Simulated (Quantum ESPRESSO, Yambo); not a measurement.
**In2O3 (R-3c): G0W0 in Yambo against the bands**

Wanted: the cheapest bands that holds the gap of In2O3 (R-3c).

Program: Yambo 5.3.0. Level of theory: LDA and many-body steps on it, plane waves. Results are calculated unless marked as measured.

## 1. Set-up

It takes space group R-3c (No. 167, trigonal). The conventional cell has a = 5.487 Å, b = 5.487 Å, c = 14.510 Å, α = 90.00°, β = 90.00°, γ = 120.00°. Nearest to In lie 6 O at 2.12 to 2.26 Å. O has 4 In at 2.12 to 2.26 Å nearest. Farther neighbours and most contacts between anions are not listed.

Coordinates:

```cif
data_structure
_symmetry_space_group_name_H-M 'R-3c:H'
_symmetry_Int_Tables_number 167
_cell_length_a 5.4870
_cell_length_b 5.4870
_cell_length_c 14.5100
_cell_angle_alpha 90.000
_cell_angle_beta 90.000
_cell_angle_gamma 120.000
_cell_volume 378.33
loop_
_atom_site_label
_atom_site_type_symbol
_atom_site_symmetry_multiplicity
_atom_site_Wyckoff_symbol
_atom_site_fract_x
_atom_site_fract_y
_atom_site_fract_z
_atom_site_occupancy
In1 In 12 c 0.66667 0.33333 0.19064 1
O1 O 18 e 0.63133 0.66667 0.41667 1
```

The cell and positions come from the Crystallography Open Database and are kept as given unless a step says otherwise. This is not the form that In2O3 usually takes at ambient conditions.

## 2. 74 bands

This step: Yambo 5.3.0; G0W0 on LDA, plane waves, norm-conserving pseudopotentials.

G0W0 replaces the xc potential by the self-energy, built once from these orbitals. Only a window of levels is corrected, while the sums run over the empty bands that the input names.

gw1.in reads:

```
HF_and_locXC
gw0
dyson
ppa
em1d
rim_cut
RandQpts= 1000000
RandGvec= 1 RL
EXXRLvcs= 80 Ry
VXCRLvcs= 320 Ry
Chimod= "HARTREE"
% BndsRnXp
 1 | 74 |
%
NGsBlkXp= 6.5 Ry
% LongDrXp
 1 | 1 | 1 |
%
% GbndRnge
 1 | 74 |
%
DysSolver= "n"
ExtendOut
PPAPntXp= 27.21138 eV
% QPkrange
 2 | 2 | 59 | 62 |
 1 | 1 | 59 | 62 |
%
```

The run is started by

```bash
> OMP_NUM_THREADS=2 mpirun -n 4 yambo -F gw1.in -J gw1 -C gw1 > gw1.log
```

The log of the run:

```text
 Yambo, version 5.3.0

 [02] CORE Variables Setup
 =========================

  [... cell, symmetries and grids as in the set-up ...]

  [02.05] Energies & Occupations
  ==============================

  [X] === General ===
  [X] Electronic Temperature                        :  0.000000  0.000000 [eV K]
  [X] Bosonic    Temperature                        :  0.000000  0.000000 [eV K]
  [X] Finite Temperature mode                       : no
  [X] El. density                                   :  0.95156E+24 [cm-3]
  [X] Fermi Level                                   :  10.70078 [eV]

  [X] === Gaps and Widths ===
  [X] Conduction Band Min                           :  1.205638 [eV]
  [X] Valence Band Max                              :  0.000000 [eV]
  [X] Filled Bands                                  :   60
  [X] Empty Bands                                   :   61  304
  [X] Direct Gap                                    :  1.253660 [eV]
  [X] Direct Gap localized at k                     :  1
  [X] Indirect Gap                                  :  1.205638 [eV]
  [X] Indirect Gap between kpts                     :  2  1
  [X] Last valence band width                       :  0.190263 [eV]
  [X] 1st conduction band width                     :  4.259408 [eV]

 [03] Transferred momenta grid and indexing
 ==========================================

 IBZ Q-points                                      :  14
 BZ  Q-points                                      :   64

 K/Q-points units:
 rlu = crystal or reduced units; cc = cartesian coordinates; iku = interal k-units

 Q [ 1]         [rlu]:  0.000000  0.000000  0.000000
 Q [ 2]         [rlu]:  0.24296E-16  0.24296E-16  0.25000
 Q [ 3]         [rlu]: -0.10915E-15 -0.10915E-15 -0.50000
 Q [ 4]         [rlu]:  0.66263E-16  0.25000      0.25000
 Q [ 5]         [rlu]: -0.28042E-16  0.25000      0.50000
 Q [ 6]         [rlu]: -0.30640E-16  0.25000     -0.25000
 Q [ 7]         [rlu]:  0.84487E-16 -0.50000     -0.50000
 Q [ 8]         [rlu]:  0.250000  0.250000  0.250000
 Q [ 9]         [rlu]:  0.250000  0.250000  0.500000
 Q [10]         [rlu]:  0.250000  0.250000 -0.250000
 Q [11]         [rlu]:  0.250000  0.500000  0.500000
 Q [12]         [rlu]:  0.250000  0.500000  0.750000
 Q [13]         [rlu]: -0.500000 -0.500000 -0.500000
 Q [14]         [rlu]: -0.25000      0.28042E-16 -0.50000

 [04] Coloumb potential Random Integration (RIM)
 ===============================================

  [04.01] RIM initialization
  ==========================

  * Diagonal components only detected *

  8 x (sBL volume)        :  0.036434 [a.u.]
  sBZ random points       :  1000000
  Points outside the sBZ  :   7968061
  RL volume               :  0.291472 [a.u.]
  Integrated volume       :  0.292640 [a.u.]

  [04.02] RIM integrals
  =====================

  Gamma point sphere radius             :  0.060134 [a.u.]
  Points outside the sphere             :   800578
  [Int_sBZ(q=0) 1/q^2]*(Vol_sBZ)^(-1/3) =:  7.773960
                                 should be <:  7.795600

  Summary of Coulomb integrals for non-metallic bands |Q|[au] RIM/Bare

  Q [1] 0.100000E-4 0.997224 * Q [8] 0.171860 1.050492
  Q [2] 0.184068 1.076153 * Q [4] 0.209108 1.069072
  Q [9] 0.288284 1.028846 * Q [6] 0.302981 1.031278
  Q [11] 0.335624 1.021607 * Q [13] 0.343720 1.016914
  Q [14] 0.348330 1.023015 * Q [5] 0.348330 1.024215
  Q [10] 0.354512 1.023735 * Q [3] 0.368136 1.021084
  Q [7] 0.418217 1.017025 * Q [12] 0.458193 1.014118

 [WARNING] [Xp] User bands 1-74 break level degeneracy

 [05] Dipoles
 ============

  [05.01] Setup: observables and procedures
  =========================================

  [WARNING] [x,Vnl] slows the Dipoles computation. To neglect it rename the ns.kb_pp file

 [06] Dynamic Dielectric Matrix (PPA)
 ====================================

 [WR./gw1//ndb.pp]---------------------------------------------------------------
  Brillouin Zone Q/K grids (IBZ/BZ)                :   14   64   14   64
  RL vectors                                       :  12255 [WF]
  Coulomb cutoff potential                         : none
  Electronic Temperature                           :  0.000000 [K]
  Bosonic    Temperature                           :  0.000000 [K]
  PPA    diel. fun.  energies                      : Slater exchange(X)+Perdew & Wang(C)
  wavefunctions                                    : Slater exchange(X)+Perdew & Wang(C)
  Global Gauge                                     : length
  X matrix size                                    :  211
  X band range                                     :    1   74
  X e/h energy range                               : -1.000000 -1.000000 [eV]
  X Time ordering                                  : R
  X Hxc Kernel                                     : HARTREE
  X Drude frequency                                :  0.000000  0.000000
  X poles                                          :  100.0000 [o/o]
  RL vectors in the sum                            :  12255
  [r,Vnl] included                                 : yes
  Field direction                                  :  0.577350E-5  0.577350E-5  0.577350E-5
  BZ energy Double Grid                            : no
  BZ energy DbGd points                            : 0
  BZ Q point size factor                           : -1.000000
  X Optical Averaged directions                    : none

 [07] Local Exchange-Correlation + Non-Local Fock
 ================================================

 [VXC] Plane waves :   82163
 [EXS] Plane waves :  10293

 QP @ state[ 1 ] K range:  1  2
 QP @ state[ 1 ] b range:   59   62

 [xc] Functional : Slater exchange(X)+Perdew & Wang(C)
 [xc] LIBXC used to calculate xc functional
  PP Number of Atomic Species                      :  2
  NLCC RL compoments                               :   82163
  PP Number of Atomic Species                      :  2
  NLCC RL compoments                               :   82163

 [xc] E_xc :  -85.95239 [Ha]
      E_xc :  -171.9048 [Ry]

  Local XC kind (lXC) : Slater exchange(X)+Perdew & Wang(C)
  Non-Local XC kind (nlXC) : Hartree-Fock

  Corrections @ K [1] :  [eV]
 <59|nlXC|59> = -26.00285 -0.38736E-17 <59|lXC|59> = -20.93320 -0.70806E-16
 <60|nlXC|60> = -26.00285 -0.17000E-16 <60|lXC|60> = -20.93320  0.000000
 <61|nlXC|61> = -11.26506  0.11034E-17 <61|lXC|61> = -15.06727 -0.18882E-15
 <62|nlXC|62> = -8.381807 -0.63821E-18 <62|lXC|62> = -13.71212  0.000000

  Corrections @ K [2] :  [eV]
 <59|nlXC|59> = -25.42791  0.43032E-17 <59|lXC|59> = -20.06624 -0.23602E-15
 <60|nlXC|60> = -25.60187  0.18029E-17 <60|lXC|60> = -20.26663 -0.94408E-16
 <61|nlXC|61> = -13.25494  0.28418E-17 <61|lXC|61> = -16.80525  0.000000
 <62|nlXC|62> = -11.23868 -0.70345E-20 <62|lXC|62> = -16.82032 -0.18882E-15

 [08] Dyson equation: Newton solver
 ==================================

  [08.01] G0W0 (W PPA)
  ====================

  [  GW  ] Bands range     :    1   74
  [GW/PPA] G damping       :  0.100000 [eV]

  QP @ state[ 1 ] K range:  1  2
  QP @ state[ 1 ] b range:   59   62

   Sc/G bands                                       :    1   74
   Sc/G damping                                     :  0.100000 ev
   Sc bands terminator                              : no
   Sx RL components                                 :  10293

   QP @ state[ 1 ] K range                          :  1  2
   QP @ state[ 1 ] b range                          :   59   62
   GF energies kind                                 : Slater exchange(X)+Perdew & Wang(C)
   GF WF`s kind                                     : Slater exchange(X)+Perdew & Wang(C)
   Xs energies kind                                 : Slater exchange(X)+Perdew & Wang(C)
   Xs WF`s kind                                     : Slater exchange(X)+Perdew & Wang(C)

 [11] Game Over & Game summary
```

Wall time 1.8 min (4 MPI ranks of Arm Neoverse V2, shared host); peak memory 9.4 GiB; 13 min of CPU time.

This step gave:

| Quantity | Value |
| --- | --- |
| G0W0 gap on the points computed | 3.319 eV |
| starting gap on the mesh | 1.206 eV |
| k of the valence top | 0, 0, 0.25 |
| k of the conduction bottom | 0, 0, 0 |
| least direct G0W0 gap on the computed points | 3.373 eV |
| Z at the valence top | 0.7456 |
| Z at the conduction bottom | 0.8322 |

The gap on the mesh goes from 1.21 eV to 3.32 eV, a correction of +2.11 eV.

## 3. 90 bands

gw2.in, as its differences from gw1.in of step 2:

```diff
@@ -12,3 +12,3 @@
 % BndsRnXp
- 1 | 74 |
+ 1 | 90 |
 %
@@ -19,3 +19,3 @@
 % GbndRnge
- 1 | 74 |
+ 1 | 90 |
 %
```

The run is started by

```bash
> OMP_NUM_THREADS=2 mpirun -n 4 yambo -F gw2.in -J gw2 -C gw2 > gw2.log
```

The log of the run:

```text
 Yambo, version 5.3.0

 [02] CORE Variables Setup
 =========================

  [... cell, symmetries and grids as in the set-up ...]

  [02.05] Energies & Occupations
  ==============================

  [X] === General ===
  [X] Electronic Temperature                        :  0.000000  0.000000 [eV K]
  [X] Bosonic    Temperature                        :  0.000000  0.000000 [eV K]
  [X] Finite Temperature mode                       : no
  [X] El. density                                   :  0.95156E+24 [cm-3]
  [X] Fermi Level                                   :  10.70078 [eV]

  [X] === Gaps and Widths ===
  [X] Conduction Band Min                           :  1.205638 [eV]
  [X] Valence Band Max                              :  0.000000 [eV]
  [X] Filled Bands                                  :   60
  [X] Empty Bands                                   :   61  304
  [X] Direct Gap                                    :  1.253660 [eV]
  [X] Direct Gap localized at k                     :  1
  [X] Indirect Gap                                  :  1.205638 [eV]
  [X] Indirect Gap between kpts                     :  2  1
  [X] Last valence band width                       :  0.190263 [eV]
  [X] 1st conduction band width                     :  4.259408 [eV]

 [03] Transferred momenta grid and indexing
 ==========================================

 IBZ Q-points                                      :  14
 BZ  Q-points                                      :   64

 K/Q-points units:
 rlu = crystal or reduced units; cc = cartesian coordinates; iku = interal k-units

 Q [ 1]         [rlu]:  0.000000  0.000000  0.000000
 Q [ 2]         [rlu]:  0.24296E-16  0.24296E-16  0.25000
 Q [ 3]         [rlu]: -0.10915E-15 -0.10915E-15 -0.50000
[...]
[VXC] Plane waves :   82163
 [EXS] Plane waves :  10293

 QP @ state[ 1 ] K range:  1  2
 QP @ state[ 1 ] b range:   59   62

 [xc] Functional : Slater exchange(X)+Perdew & Wang(C)
 [xc] LIBXC used to calculate xc functional
  PP Number of Atomic Species                      :  2
  NLCC RL compoments                               :   82163
  PP Number of Atomic Species                      :  2
  NLCC RL compoments                               :   82163

 [xc] E_xc :  -85.95239 [Ha]
      E_xc :  -171.9048 [Ry]

  Local XC kind (lXC) : Slater exchange(X)+Perdew & Wang(C)
  Non-Local XC kind (nlXC) : Hartree-Fock

  Corrections @ K [1] :  [eV]
 <59|nlXC|59> = -26.00285 -0.38736E-17 <59|lXC|59> = -20.93320 -0.70806E-16
 <60|nlXC|60> = -26.00285 -0.17000E-16 <60|lXC|60> = -20.93320  0.000000
 <61|nlXC|61> = -11.26506  0.11034E-17 <61|lXC|61> = -15.06727 -0.18882E-15
[...]
Corrections @ K [2] :  [eV]
[...]
<61|nlXC|61> = -13.25494  0.28418E-17 <61|lXC|61> = -16.80525  0.000000
 <62|nlXC|62> = -11.23868 -0.70345E-20 <62|lXC|62> = -16.82032 -0.18882E-15

 [08] Dyson equation: Newton solver
 ==================================

  [08.01] G0W0 (W PPA)
  ====================

  [  GW  ] Bands range     :    1   90
  [GW/PPA] G damping       :  0.100000 [eV]

  QP @ state[ 1 ] K range:  1  2
  QP @ state[ 1 ] b range:   59   62

   Sc/G bands                                       :    1   90
   Sc/G damping                                     :  0.100000 ev
   Sc bands terminator                              : no
   Sx RL components                                 :  10293

   QP @ state[ 1 ] K range                          :  1  2
   QP @ state[ 1 ] b range                          :   59   62
   GF energies kind                                 : Slater exchange(X)+Perdew & Wang(C)
   GF WF`s kind                                     : Slater exchange(X)+Perdew & Wang(C)
   Xs energies kind                                 : Slater exchange(X)+Perdew & Wang(C)
   Xs WF`s kind                                     : Slater exchange(X)+Perdew & Wang(C)

 [11] Game Over & Game summary
```

The job ended after 3.1 min (4 MPI ranks; peak memory 9.4 GiB; 22 min of CPU time).

Numbers from this step:

```yaml
g0w0_gap_on_the_points_computed: 2.938 eV
starting_gap_on_the_mesh: 1.206 eV
k_of_the_valence_top: 0, 0, 0.25
k_of_the_conduction_bottom: 0, 0, 0
least_direct_g0w0_gap_on_the_computed_points: 2.970 eV
z_at_the_valence_top: 0.7616
z_at_the_conduction_bottom: 0.8359
```

Against the run before, the gap moves by −0.381 eV.

## 4. 121 bands

gw3.in, as its differences from gw2.in of step 3:

```diff
@@ -12,3 +12,3 @@
 % BndsRnXp
- 1 | 90 |
+ 1 | 121 |
 %
@@ -19,3 +19,3 @@
 % GbndRnge
- 1 | 90 |
+ 1 | 121 |
 %
```

The run is started by

```bash
> OMP_NUM_THREADS=2 mpirun -n 4 yambo -F gw3.in -J gw3 -C gw3 > gw3.log
```

The log of the run:

```text
 Yambo, version 5.3.0

 [02] CORE Variables Setup
 =========================

  [... cell, symmetries and grids as in the set-up ...]

  [02.05] Energies & Occupations
  ==============================

  [X] === General ===
  [X] Electronic Temperature                        :  0.000000  0.000000 [eV K]
  [X] Bosonic    Temperature                        :  0.000000  0.000000 [eV K]
  [X] Finite Temperature mode                       : no
  [X] El. density                                   :  0.95156E+24 [cm-3]
[...]
Sc/G damping                                     :  0.100000 ev
   Sc bands terminator                              : no
   Sx RL components                                 :  10293

   QP @ state[ 1 ] K range                          :  1  2
   QP @ state[ 1 ] b range                          :   59   62
   GF energies kind                                 : Slater exchange(X)+Perdew & Wang(C)
   GF WF`s kind                                     : Slater exchange(X)+Perdew & Wang(C)
   Xs energies kind                                 : Slater exchange(X)+Perdew & Wang(C)
   Xs WF`s kind                                     : Slater exchange(X)+Perdew & Wang(C)

 [11] Game Over & Game summary
```

Wall time 5.7 min (4 MPI ranks); peak memory 9.5 GiB; 39 min of CPU time.

This step gave:

```yaml
g0w0_gap_on_the_points_computed: 2.696 eV
starting_gap_on_the_mesh: 1.206 eV
k_of_the_valence_top: 0, 0, 0.25
k_of_the_conduction_bottom: 0, 0, 0
least_direct_g0w0_gap_on_the_computed_points: 2.712 eV
```

Against the run before, the gap moves by −0.242 eV.

## 5. 173 bands

gw4.in, as its differences from gw3.in of step 4:

```diff
@@ -12,3 +12,3 @@
 % BndsRnXp
- 1 | 121 |
+ 1 | 173 |
 %
@@ -19,3 +19,3 @@
 % GbndRnge
- 1 | 121 |
+ 1 | 173 |
 %
```

The run is started by

```bash
> OMP_NUM_THREADS=2 mpirun -n 4 yambo -F gw4.in -J gw4 -C gw4 > gw4.log
```

The log of the run:

```text
 Yambo, version 5.3.0

 [02] CORE Variables Setup
 =========================

  [... cell, symmetries and grids as in the set-up ...]

  [02.05] Energies & Occupations
  ==============================

  [X] === General ===
  [X] Electronic Temperature                        :  0.000000  0.000000 [eV K]
  [X] Bosonic    Temperature                        :  0.000000  0.000000 [eV K]
  [X] Finite Temperature mode                       : no
  [X] El. density                                   :  0.95156E+24 [cm-3]
[...]
Sc/G damping                                     :  0.100000 ev
   Sc bands terminator                              : no
   Sx RL components                                 :  10293

   QP @ state[ 1 ] K range                          :  1  2
   QP @ state[ 1 ] b range                          :   59   62
   GF energies kind                                 : Slater exchange(X)+Perdew & Wang(C)
   GF WF`s kind                                     : Slater exchange(X)+Perdew & Wang(C)
   Xs energies kind                                 : Slater exchange(X)+Perdew & Wang(C)
   Xs WF`s kind                                     : Slater exchange(X)+Perdew & Wang(C)

 [11] Game Over & Game summary
```

Run time: 9.9 min. Hardware: 4 MPI ranks; peak memory 9.5 GiB; 68 min of CPU time.

This step gave:

```yaml
g0w0_gap_on_the_points_computed: 2.525 eV
starting_gap_on_the_mesh: 1.206 eV
k_of_the_valence_top: 0, 0, 0.25
k_of_the_conduction_bottom: 0, 0, 0
least_direct_g0w0_gap_on_the_computed_points: 2.528 eV
```

Against the run before, the gap moves by −0.171 eV.

## 6. 234 bands

gw5.in, as its differences from gw4.in of step 5:

```diff
@@ -12,3 +12,3 @@
 % BndsRnXp
- 1 | 173 |
+ 1 | 234 |
 %
@@ -19,3 +19,3 @@
 % GbndRnge
- 1 | 173 |
+ 1 | 234 |
 %
```

The run is started by

```bash
> OMP_NUM_THREADS=2 mpirun -n 4 yambo -F gw5.in -J gw5 -C gw5 > gw5.log
```

The log of the run:

```text
 Yambo, version 5.3.0

 [02] CORE Variables Setup
 =========================

  [... cell, symmetries and grids as in the set-up ...]

  [02.05] Energies & Occupations
  ==============================

  [X] === General ===
  [X] Electronic Temperature                        :  0.000000  0.000000 [eV K]
  [X] Bosonic    Temperature                        :  0.000000  0.000000 [eV K]
  [X] Finite Temperature mode                       : no
  [X] El. density                                   :  0.95156E+24 [cm-3]
[...]
Sc/G damping                                     :  0.100000 ev
   Sc bands terminator                              : no
   Sx RL components                                 :  10293

   QP @ state[ 1 ] K range                          :  1  2
   QP @ state[ 1 ] b range                          :   59   62
   GF energies kind                                 : Slater exchange(X)+Perdew & Wang(C)
   GF WF`s kind                                     : Slater exchange(X)+Perdew & Wang(C)
   Xs energies kind                                 : Slater exchange(X)+Perdew & Wang(C)
   Xs WF`s kind                                     : Slater exchange(X)+Perdew & Wang(C)

 [11] Game Over & Game summary
```

Wall time 15 min (4 MPI ranks); peak memory 9.6 GiB; 1.7 h of CPU time.

This step gave:

| Item | Value |
| --- | --- |
| G0W0 gap on the points computed | 2.455 eV |
| starting gap on the mesh | 1.206 eV |
| k of the valence top | 0, 0, 0 |
| k of the conduction bottom | 0, 0, 0 |
| least direct G0W0 gap on the computed points | 2.455 eV |

Against the run before, the gap moves by −0.071 eV.

## 7. Side by side

Times are wall times on 4 MPI ranks of Arm Neoverse V2, shared host, good to a factor of about two.

| run | mesh | bands | screening cutoff (eV) | DFT gap (eV) | gap on the mesh (eV) | direct (eV) | time |
| --- | --- | --- | --- | --- | --- | --- | --- |
| 74 bands | 4×4×4 | 74 | 88.4 | 1.206 | 3.319 | 3.373 | 1.8 min |
| 90 bands | 4×4×4 | 90 | 88.4 | 1.206 | 2.938 | 2.970 | 3.1 min |
| 121 bands | 4×4×4 | 121 | 88.4 | 1.206 | 2.696 | 2.712 | 5.7 min |
| 173 bands | 4×4×4 | 173 | 88.4 | 1.206 | 2.525 | 2.528 | 9.9 min |
| 234 bands | 4×4×4 | 234 | 88.4 | 1.206 | 2.455 | 2.455 | 15 min |

## 8. Results

```yaml
74_bands: 3.319 eV
90_bands: 2.938 eV
121_bands: 2.696 eV
173_bands: 2.525 eV
234_bands: 2.455 eV
known_limits: not at the basis limit; no spin-orbit coupling
```

**Reading.** The setting moved: bands. From 74 bands to 234 bands the gap moves by −0.86 eV, for 8.1 times the time. The last step still moves it by −0.071 eV. Bands and screening cutoff are coupled, so a series along one setting does not show full convergence. Bands and cutoff are finite, so the gap is not at the basis limit. The miss can reach some tenths of an eV and take either sign; the mesh is an error of its own. In the G0W0 runs levels were corrected at 2 k points alone, so a gap called «on the mesh» is the least over those, and an edge elsewhere would be missed. The many-body steps are scalar-relativistic: spin-orbit coupling is not in them.

[Paths, hosts, dates, memory and timing lines, banners, echoed tables and standing remarks are left out of the program output.]

[Logs are printed without paths, hosts, clocks, repeated set-up lines and the standing remarks that a program may print on its own settings, such as how far it seeks lower states.]

[Runs of the session that timed out or met a known fault of the program may be left out.]

[Hosts, paths, dates, database ids (printed as entryN), source tags and the programs' standing remarks are cut or masked in the printed files.]
